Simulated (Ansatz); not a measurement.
# AlGa3As4: complex band structure, part 3 of 3

A new crystal, AlGa3As4: structure, gap and complex bands. It is built by putting As for N in the AlGa3N4 structure of space group Pm, with the volume rescaled by atomic radii. The parent structure comes from the Materials Project.

Ansatz 0.2.0; r2SCAN DFT, plane waves, PAW files (the session's first sound run).

So far, gap on path (eV): step 3 (band edges) 1.12.

The structure was built from a prototype and need not be the compound's stable phase.

### Step 6. Complex bands, plane (010), k-mesh 4×4×6

Level of this step: r2SCAN DFT, plane waves, PAW files; complex bands by layer matching along the plane's normal (Ansatz).

The same for the (010) plane, at (0, 0) and (0.5, 0), to see how the decay depends on direction.

File input.yaml:

```yaml
crystal:
  lattice:
    - [6.918341436, 0.0, 0.0]
    - [-0.002265133, 6.586363383, 0.0]
    - [0.0, 0.0, 4.000440197]
  atoms:
    - { symbol: Al, position: [0.6671681441, 0.9985450828, 0.5] }
    - { symbol: Ga, position: [0.3331161511, 0.4976428889, 0.5] }
    - { symbol: Ga, position: [0.833428774, 0.497404948, 0.0] }
    - { symbol: Ga, position: [0.1663521435, 0.9982882287, 0.0] }
    - { symbol: As, position: [0.3333754626, 0.1237670713, 0.5] }
    - { symbol: As, position: [0.8329394849, 0.1237188245, 0.0] }
    - { symbol: As, position: [0.1667452362, 0.6239381033, 0.0] }
    - { symbol: As, position: [0.6668756037, 0.6242948624, 0.5] }
kpoints:
  mp_grid: { grid: [4, 4, 6] }
scf:
  occupations: { method: fixed }
hamiltonian:
  xc: r2scan
output:
  eigenvalues: true
  transmission:
    leads: [[0, 0]]
    kpoints: [[0.0, 0.0], [0.5, 0.0]]
    e_range: [-1.0, 2.12]
    de: 0.05
```

The run is started by

```bash
$ ansatz run input.yaml --threads 2 --pin off --max-ram 4096MiB --backend cpu --events-out ev --progress --plain --runs-dir out
```

Numbers of over 12 decimals in the logs are rounded to 6 here.

Log:

```text
[...]
Crystal: 8 atoms, lattice volume = 182.287 Å³
Basis set: ecut = 500 eV, 4611 PW (Γ), exchange–correlation on 216×200×120 points (64 copies of the dense FFT grid, shifted against one another)
Bands: 62, of which v1, the nominal top of the filled ones, is band 51 counted from 1 (50 counted from 0)
Symmetry: 2 space group operations
[...]
k-points: 40 of 96 (time reversal used)
[...]
SCF iter   1: F=—  HF=-31373.354954 eV  |F-HF|=—  |Δ(HF+E_count)|=         —  Δρ=7.22e-3  dr2=5.03e-2  dr2_τ=2.19e-2  ethr=1.77e-3  ⟨swp⟩=4.9  Hψ=7784  notcnv=0  defer=336
[...]
SCF iter   8: F=-31373.401447 eV  HF=-31373.401447 eV  |F-HF|=8.75e-9  |Δ(HF+E_count)|=   1.06e-7  Δρ=2.38e-6  dr2=1.69e-8  dr2_τ=1.94e-10  ethr=9.80e-11  ⟨swp⟩=10.1  Hψ=10200  notcnv=0
SCF 1 converged in 8 iterations: F = -31373.401447 eV  dr2 = 1.69e-8
[...]
transmission: 6 of 12 steps passed
transmission: 12 of 12 steps passed
SCF converged after 8 iterations
Free energy (F): -31373.401447 eV
[...]
Internal energy: -31373.401447 eV  (E = F + TS)
E sigma→0 (E₀):  -31373.401447 eV
Fermi energy:    7.493534 eV
[...]
--- Band table (eV; the first three rows and the last of 40) ---
  k-point 0: bands = [... 47 lower, 6.3219, 7.3071, 7.4906, 7.4935, 8.6122, 8.9345, 9.3725, 10.4968, ... 7 higher]
  k-point 1: bands = [... 47 lower, 5.6250, 5.9805, 7.0532, 7.1661, 9.8731, 10.1660, 10.5269, 10.9337, ... 7 higher]
  k-point 2: bands = [... 47 lower, 4.6848, 4.7644, 6.2332, 6.3332, 9.9674, 10.8165, 11.0505, 11.6047, ... 7 higher]
  k-point 39: bands = [... 47 lower, 5.4275, 5.4359, 5.4587, 5.4772, 9.0479, 9.1239, 9.1724, 9.7363, ... 7 higher]
--- Transmission ---
  basis      : 473 plane waves across, 6 finite elements along
  points     : 2, as listed
[...]
crystal 0  : Ga3As4Al1, at the sites [0, 0], period 4.0004 Å: whole cells are its period
[...]
channels       : 0.000000e0 a spin
[...]
slowest decay  : 0.0730 /Å at (0.0000, 0.0000)
```

Wall time 3.2 min (2 threads of Intel Xeon Platinum 8375C at 2.90GHz (Ice Lake), shared host); peak memory 2.5 GiB.

This step gave:

```
decay constant at the filling level, zone centre          : 0.07303 Å⁻¹
decay constant at the filling level, slowest listed point : 0.073 Å⁻¹
```

K parallel (0, 0); values up to 1.5 1/Å, a degenerate pair printed once or twice; energies at which all values exceed this have no row. Im kz of the slowest decaying states against energy, zero at the highest filled level on the SCF mesh:

```
energy (eV)  decay 1 (Å⁻¹)  decay 2 (Å⁻¹)  decay 3 (Å⁻¹)  decay 4 (Å⁻¹)
      -1.00         0.0716         0.0962          0.186          0.201
      -0.90         0.0861          0.113          0.214          0.488
      -0.75          0.101          0.134          0.208          0.274
      -0.65          0.109          0.144          0.208          0.307
      -0.50          0.117          0.157          0.206          0.358
      -0.40          0.121          0.164          0.205          0.394
      -0.25          0.124          0.173          0.201          0.460
      -0.15         0.0979          0.116          0.178          0.198
       0.00        0.00536          0.126          0.183          0.200
       0.10         0.0412          0.140          0.185          0.187
       0.25         0.0599          0.136          0.186          0.206
       0.35         0.0669          0.133          0.184          0.211
       0.50         0.0724          0.128          0.179          0.203
       0.60         0.0731          0.124          0.174          0.203
       0.75         0.0697          0.116          0.166          0.202
       0.85         0.0637          0.110          0.160          0.201
       1.00         0.0463         0.0992          0.150          0.200
       1.10         0.0193         0.0895          0.143          0.198
       1.25         0.0697          0.130          0.195          0.353
       1.35         0.0493          0.121          0.193          0.340
       1.50          0.105          0.188          0.320          0.455
       1.60         0.0913          0.185          0.305          0.448
       1.75         0.0635          0.179          0.280          0.435
       1.85         0.0305          0.174          0.262          0.426
       2.00          0.166          0.230          0.412          0.489
       2.10          0.159          0.206          0.402          0.484
```

K parallel (0, 0). Table of Re kz of states that move upwards by energy, zero at the highest filled level on the SCF mesh:

```
energy (eV)  channel 1 (Å⁻¹)  channel 2 (Å⁻¹)  channel 3 (Å⁻¹)
      -1.00           -0.476           -0.459           -0.177
      -0.90           -0.446           -0.432           -0.164
      -0.85           -0.430           -0.418           -0.157
      -0.75           -0.399           -0.387           -0.143
      -0.65           -0.369           -0.352           -0.130
      -0.60           -0.354           -0.333           -0.123
      -0.50           -0.323           -0.290           -0.108
      -0.40           -0.289           -0.241          -0.0935
      -0.35           -0.270           -0.212          -0.0856
      -0.25           -0.230           -0.139          -0.0670
      -0.15           -0.180          -0.0576                -
      -0.10           -0.148          -0.0443                -
       0.00                -                -                -
       0.10                -                -                -
       0.15                -                -                -
       0.25                -                -                -
       0.35                -                -                -
       0.40                -                -                -
       0.50                -                -                -
       0.60                -                -                -
       0.70                -                -                -
       0.75                -                -                -
       0.85                -                -                -
       0.95                -                -                -
       1.00                -                -                -
       1.10                -                -                -
       1.20           0.0425                -                -
       1.25           0.0552                -                -
       1.35           0.0763                -                -
       1.45           0.0161           0.0950                -
       1.50           0.0414            0.104                -
       1.60           0.0696            0.121                -
       1.70           0.0910            0.138                -
       1.75            0.101            0.146                -
       1.85            0.119            0.163                -
       1.95           0.0488            0.135            0.180
       2.00           0.0642            0.144            0.189
       2.10           0.0881            0.160            0.207
```

K parallel (0.5, 0); values up to 1.5 1/Å, a degenerate pair printed once or twice; energies at which all values exceed this have no row. The Im kz of the slowest decaying states by energy, zero at the highest filled level on the SCF mesh:

```csv
energy (eV),decay 1 (Å⁻¹),decay 2 (Å⁻¹),decay 3 (Å⁻¹),decay 4 (Å⁻¹)
-1.000,0.117,0.139,0.201,0.217
-0.800,0.183,0.213,0.278,0.377
-0.600,0.0086,0.0832,0.249,0.276
-0.400,0.101,0.128,0.248,0.308
-0.200,0.134,0.154,0.233,0.252
0.000,0.154,0.171,0.226,0.241
0.200,0.168,0.182,0.221,0.234
0.400,0.176,0.189,0.217,0.228
0.600,0.179,0.191,0.213,0.224
0.800,0.177,0.190,0.209,0.221
1.000,0.169,0.185,0.205,0.219
1.200,0.158,0.176,0.190,0.201
1.400,0.132,0.142,0.163,0.197
1.600,0.121,0.146,0.154,0.191
1.800,0.0665,0.0930,0.125,0.183
2.000,0.0438,0.0969,0.172,0.199
```

At the listed wavevectors the last open channel is at -0.05 eV and the next at +1.15 eV on the grid. At +0.55 eV, the grid energy nearest the filling level (the middle of the gap on the SCF mesh), the slowest state at the listed wavevectors decays with κ = 0.073 Å⁻¹, its amplitude falling by e over 14 Å; the first such run, plane (001), gave 0.0735 Å⁻¹.

### Step 7. Band edges at another level, cutoff 420 eV

This step: PBE DFT, plane waves, PAW files (Ansatz 0.2.0).

The edges again with PBE, at the same atoms. Against that run the cutoff is 420 eV against 500.

File input.yaml:

```yaml
crystal:
  lattice:
    - [6.5863636768, 0.0, 0.0011242932]
    - [0.0, 4.0004401973, 0.0]
    - [-0.0035602665, 0.0, 6.9183405204]
  atoms:
    - { symbol: Al, position: [-0.0014549172, 0.5, 0.6671681441] }
    - { symbol: Ga, position: [0.4976428889, 0.5, 0.3331161511] }
    - { symbol: Ga, position: [0.497404948, 0.0, 0.833428774] }
    - { symbol: Ga, position: [0.9982882287, 0.0, 0.1663521435] }
    - { symbol: As, position: [0.1237670713, 0.5, 0.3333754626] }
    - { symbol: As, position: [0.1237188245, 0.0, 0.8329394849] }
    - { symbol: As, position: [0.6239381033, 0.0, 0.1667452362] }
    - { symbol: As, position: [0.6242948624, 0.5, 0.6668756037] }
kpoints:
  mp_grid: { grid: [4, 6, 4] }
  band_path: { path: [VBM, CBM], npoints: 30 }
scf:
  occupations: { method: fixed }
hamiltonian:
  xc: pbe
output:
  eigenvalues: true
```

Log:

```text
[...]
Crystal: 8 atoms, lattice volume = 182.287 Å³
Basis set: ecut = 420 eV, 3561 PW (Γ)
Bands: 62, of which v1, the nominal top of the filled ones, is band 51 counted from 1 (50 counted from 0)
Symmetry: 2 space group operations
[...]
k-points: 40 of 96 (time reversal used)
[...]
SCF iter   1: F=—  HF=-31314.032470 eV  |F-HF|=—  |Δ(HF+E_count)|=         —  Δρ=1.43e-3  dr2=6.75e-3  ethr=1.77e-3  ⟨swp⟩=4.8  Hψ=7769  notcnv=0  defer=333
[...]
SCF iter   7: F=-31314.027911 eV  HF=-31314.027911 eV  |F-HF|=7.02e-8  |Δ(HF+E_count)|=   1.18e-7  Δρ=5.05e-6  dr2=4.04e-8  ethr=9.80e-11  ⟨swp⟩=10.1  Hψ=10689  notcnv=0
SCF 1 converged in 7 iterations: F = -31314.027911 eV  dr2 = 4.04e-8
[...]
SCF converged after 7 iterations
Free energy (F): -31314.027911 eV
[...]
Internal energy: -31314.027911 eV  (E = F + TS)
E sigma→0 (E₀):  -31314.027911 eV
Fermi energy:    7.726652 eV
[...]
--- Band table (eV; the first three rows and the last of 40) ---
  k-point 0: bands = [... 47 lower, 6.5983, 7.5424, 7.7251, 7.7267, 8.3970, 8.7630, 9.2348, 10.2866, ... 7 higher]
  k-point 1: bands = [... 47 lower, 6.2440, 6.7169, 7.3590, 7.5293, 9.2149, 9.4934, 9.7998, 10.4023, ... 7 higher]
  k-point 2: bands = [... 47 lower, 6.7038, 6.7857, 7.0349, 7.1450, 9.4714, 9.6698, 10.1559, 10.5045, ... 7 higher]
  k-point 39: bands = [... 47 lower, 5.7215, 5.7414, 5.7632, 5.7803, 8.9650, 9.0522, 9.0916, 9.5990, ... 7 higher]
```

It took 90 s on 2 threads; peak memory 0.78 GiB.

This step gave:

```yaml
free_energy: -31314.0279 eV
fermi_energy: 7.727 eV
gap_on_the_k_mesh: 0.6703 eV
gap_on_path: 0.6703 eV, by band count; negative where bands overlap
direct_gap_on_path: 0.6703 eV
edge_places_on_path: 0, 0.001977 1/A along the path
```

The electronic bands at the labelled points (eV, zero at the Fermi level (highest filled level under fixed occupations); v1 is the highest filled band, c1 the lowest empty one):

```csv
point,v4,v3,v2,v1,c1,c2,c3,c4
VBM,-1.13,-0.18,0.00,0.00,0.67,1.04,1.51,2.56
halfway,-1.13,-0.18,0.00,0.00,0.67,1.04,1.51,2.56
CBM,-1.13,-0.18,0.00,0.00,0.67,1.04,1.51,2.56
```

The searched edges give 0.670 eV, as on the mesh.

Between step 3 and this run (PBE and cutoff 420 eV) the value for the gap on path moves from 1.12 eV to 0.670 eV.

### Step 8. Complex bands at another level, cutoff 420 eV

This step: PBE DFT, plane waves, PAW files; complex bands by layer matching along the plane's normal (Ansatz 0.2.0).

The complex bands at that level, over its own gap, at (0, 0) and (0.5, 0).

input.yaml, as its differences from that of step 7:

```diff
@@ -2,7 +2,7 @@
   lattice:
-    - [6.5863636768, 0.0, 0.0011242932]
-    - [0.0, 4.0004401973, 0.0]
-    - [-0.0035602665, 0.0, 6.9183405204]
+    - [6.586363773, 0.0, 0.0]
+    - [0.0, 4.000440197, 0.0]
+    - [-0.002379305, 0.0, 6.918341027]
   atoms:
-    - { symbol: Al, position: [-0.0014549172, 0.5, 0.6671681441] }
+    - { symbol: Al, position: [0.9985450828, 0.5, 0.6671681441] }
     - { symbol: Ga, position: [0.4976428889, 0.5, 0.3331161511] }
@@ -16,3 +16,2 @@
   mp_grid: { grid: [4, 6, 4] }
-  band_path: { path: [VBM, CBM], npoints: 30 }
 scf:
@@ -23 +22,6 @@
   eigenvalues: true
+  transmission:
+    leads: [[0, 0]]
+    kpoints: [[0.0, 0.0], [0.5, 0.0]]
+    e_range: [-1.0, 1.67]
+    de: 0.05
```

Log:

```text
[...]
Crystal: 8 atoms, lattice volume = 182.287 Å³
Basis set: ecut = 420 eV, 3561 PW (Γ)
Bands: 62, of which v1, the nominal top of the filled ones, is band 51 counted from 1 (50 counted from 0)
Symmetry: 2 space group operations
[...]
k-points: 40 of 96 (time reversal used)
[...]
SCF iter   1: F=—  HF=-31314.032468 eV  |F-HF|=—  |Δ(HF+E_count)|=         —  Δρ=1.43e-3  dr2=6.75e-3  ethr=1.77e-3  ⟨swp⟩=4.8  Hψ=7769  notcnv=0  defer=333
[...]
SCF iter   7: F=-31314.027911 eV  HF=-31314.027911 eV  |F-HF|=7.03e-8  |Δ(HF+E_count)|=   1.19e-7  Δρ=5.05e-6  dr2=4.04e-8  ethr=9.80e-11  ⟨swp⟩=10.1  Hψ=10691  notcnv=0
SCF 1 converged in 7 iterations: F = -31314.027911 eV  dr2 = 4.04e-8
[...]
transmission: 9 of 18 steps passed
transmission: 18 of 18 steps passed
SCF converged after 7 iterations
Free energy (F): -31314.027911 eV
[...]
Internal energy: -31314.027911 eV  (E = F + TS)
E sigma→0 (E₀):  -31314.027911 eV
Fermi energy:    7.726652 eV
[...]
--- Band table (eV; the first three rows and the last of 40) ---
  k-point 0: bands = [... 47 lower, 6.5983, 7.5424, 7.7251, 7.7267, 8.3970, 8.7630, 9.2348, 10.2866, ... 7 higher]
  k-point 1: bands = [... 47 lower, 6.2440, 6.7169, 7.3590, 7.5293, 9.2149, 9.4934, 9.7998, 10.4023, ... 7 higher]
  k-point 2: bands = [... 47 lower, 6.7038, 6.7857, 7.0349, 7.1450, 9.4714, 9.6698, 10.1559, 10.5045, ... 7 higher]
  k-point 39: bands = [... 47 lower, 5.7215, 5.7414, 5.7632, 5.7803, 8.9650, 9.0522, 9.0916, 9.5990, ... 7 higher]
--- Transmission ---
  basis      : 227 plane waves across, 9 finite elements along
  points     : 2, as listed
[...]
crystal 0  : As4Al1Ga3, at the sites [0, 0], period 6.9183 Å: whole cells are its period
[...]
channels       : 0.000000e0 a spin
[...]
slowest decay  : 0.0469 /Å at (0.0000, 0.0000)
```

Elapsed: 41 s, on 2 threads; peak memory 1 GiB.

This step gave:

| Property | Result |
| --- | --- |
| level to which the leads are filled | 0.3352 eV from the Fermi level |
| decay constant at the filling level, zone centre | 0.04688 Å⁻¹ |
| decay constant at the filling level, slowest listed point | 0.0469 Å⁻¹ |

K parallel (0, 0); values up to 1.5 1/Å, a degenerate pair printed once or twice; energies at which all values exceed this have no row. Im kz of the slowest decaying states against energy, zero at the highest filled level on the SCF mesh:

```
energy (eV)  decay 1 (Å⁻¹)  decay 2 (Å⁻¹)  decay 3 (Å⁻¹)  decay 4 (Å⁻¹)
      -1.00         0.0105         0.0644          0.156          0.764
      -0.90         0.0787          0.191          0.749          1.000
      -0.80         0.0893          0.216          0.734          0.984
      -0.70         0.0976          0.237          0.719          0.969
      -0.60         0.0207          0.104          0.253          0.704
      -0.45          0.111          0.273          0.680          0.927
      -0.35          0.114          0.283          0.664          0.902
      -0.25          0.115          0.290          0.647          0.878
      -0.15         0.0949          0.105          0.296          0.630
      -0.05          0.122          0.181          0.299          0.612
       0.00        0.00101         0.0198          0.120          0.219
       0.05         0.0243          0.113          0.119          0.252
       0.15         0.0387          0.117          0.196          0.294
       0.25         0.0451          0.114          0.270          0.374
       0.40         0.0462          0.108          0.297          0.494
       0.50         0.0413          0.103          0.311          0.538
       0.60         0.0293         0.0965          0.322          0.498
       0.70         0.0881          0.332          0.466          0.562
       0.80         0.0770          0.340          0.436          0.565
       0.90         0.0613          0.347          0.403          0.566
       1.00         0.0333          0.352          0.366          0.567
       1.10          0.324          0.356          0.568          0.676
       1.25          0.244          0.361          0.568          0.645
       1.35          0.175          0.364          0.568          0.622
       1.45         0.0907          0.365          0.569          0.599
       1.55          0.366          0.569          0.574          0.740
       1.65          0.366          0.548          0.570          0.717
```

K parallel (0, 0). Re kz of states that move upwards against energy, zero at the highest filled level on the SCF mesh:

```csv
energy (eV),channel 1 (Å⁻¹),channel 2 (Å⁻¹),channel 3 (Å⁻¹)
-1.00,-0.164,0.235,-
-0.85,-0.417,-0.145,0.341
-0.75,-0.384,-0.132,0.402
-0.60,-0.331,-0.112,-
-0.50,-0.392,-0.291,-0.0979
-0.35,-0.313,-0.217,-0.0759
-0.25,-0.258,-0.146,-0.0581
-0.10,-0.158,-0.0393,-
0.00,-,-,-
0.15,-,-,-
0.25,-,-,-
0.40,-,-,-
0.50,-,-,-
0.65,-,-,-
0.75,0.0352,-,-
0.90,0.0661,-,-
1.00,0.0840,-,-
1.15,0.0651,0.110,-
1.25,0.0976,0.127,-
1.40,0.148,0.170,-
1.50,0.168,0.236,-
1.65,0.114,0.199,0.346
```

K parallel (0.5, 0); values up to 1.5 1/Å, a degenerate pair printed once or twice; energies at which all values exceed this have no row. The Im kz of the slowest decaying states by energy, zero at the highest filled level on the SCF mesh:

```
energy (eV)  decay 1 (Å⁻¹)  decay 2 (Å⁻¹)  decay 3 (Å⁻¹)  decay 4 (Å⁻¹)
     -1.000          0.383          0.809          0.826              -
     -0.800          0.394          0.779          0.794              -
     -0.600         0.0201         0.0659          0.152          0.401
     -0.400         0.0728         0.0993          0.173          0.227
     -0.200         0.0977          0.119          0.233          0.274
      0.000          0.112          0.131          0.273          0.307
      0.200          0.120          0.139          0.302          0.331
      0.400          0.124          0.142          0.323          0.349
      0.600          0.123          0.141          0.339          0.355
      0.800          0.118          0.135          0.324          0.329
      1.000          0.108          0.122          0.252          0.316
      1.200         0.0931          0.153          0.281          0.364
      1.400         0.0614          0.231          0.366          0.382
      1.600          0.173          0.367          0.376          0.379
```

At the listed wavevectors the last open channel is at -0.05 eV and the next at +0.70 eV on the grid. At +0.35 eV, the grid energy nearest the filling level (the middle of the gap on the SCF mesh), the slowest state at the listed wavevectors decays with κ = 0.0469 Å⁻¹, its amplitude falling by e over 21 Å; the first such run, plane (001), gave 0.0735 Å⁻¹.

### Step 9. Summary of results

```json
{
 "band gap": "1.12 eV",
 "least decay constant at mid-gap, normal to (001)": "0.0735 Å⁻¹",
 "least decay constant at mid-gap, normal to (010)": "0.073 Å⁻¹",
 "least decay constant on a mesh, normal to (001)": "0.0736 Å⁻¹",
 "least decay constant, PBE": "0.0469 Å⁻¹"
}
```

In words: With r2SCAN, the slowest decay at the wavevectors tried is κ = 0.073 Å⁻¹, normal to (010). Through such a film the transmission near mid-gap falls as exp(−2κd), a factor of ten every 16 Å. The directions tried decay at nearly the same rate. A free electron under a barrier of half the gap would need a mass of 0.036 mₑ to decay at this rate. With PBE the gap goes from 1.12 to 0.670 eV and the decay constant, over the first 2 listed wavevectors, from 0.0735 to 0.0469 Å⁻¹. The compound is made up by substitution; its stability against other phases and against distortions of the cell's symmetry was not tested. r2SCAN still narrows gaps, if less than LDA and GGA do, so real decay constants are likely larger.

[Logs are printed without paths, hosts, clocks, repeated set-up lines and the standing remarks that a program may print on its own settings, such as how far it seeks lower states.]

[Hosts, paths, dates, database ids (printed as entryN), source tags and the programs' standing remarks are cut or masked in the printed files.]
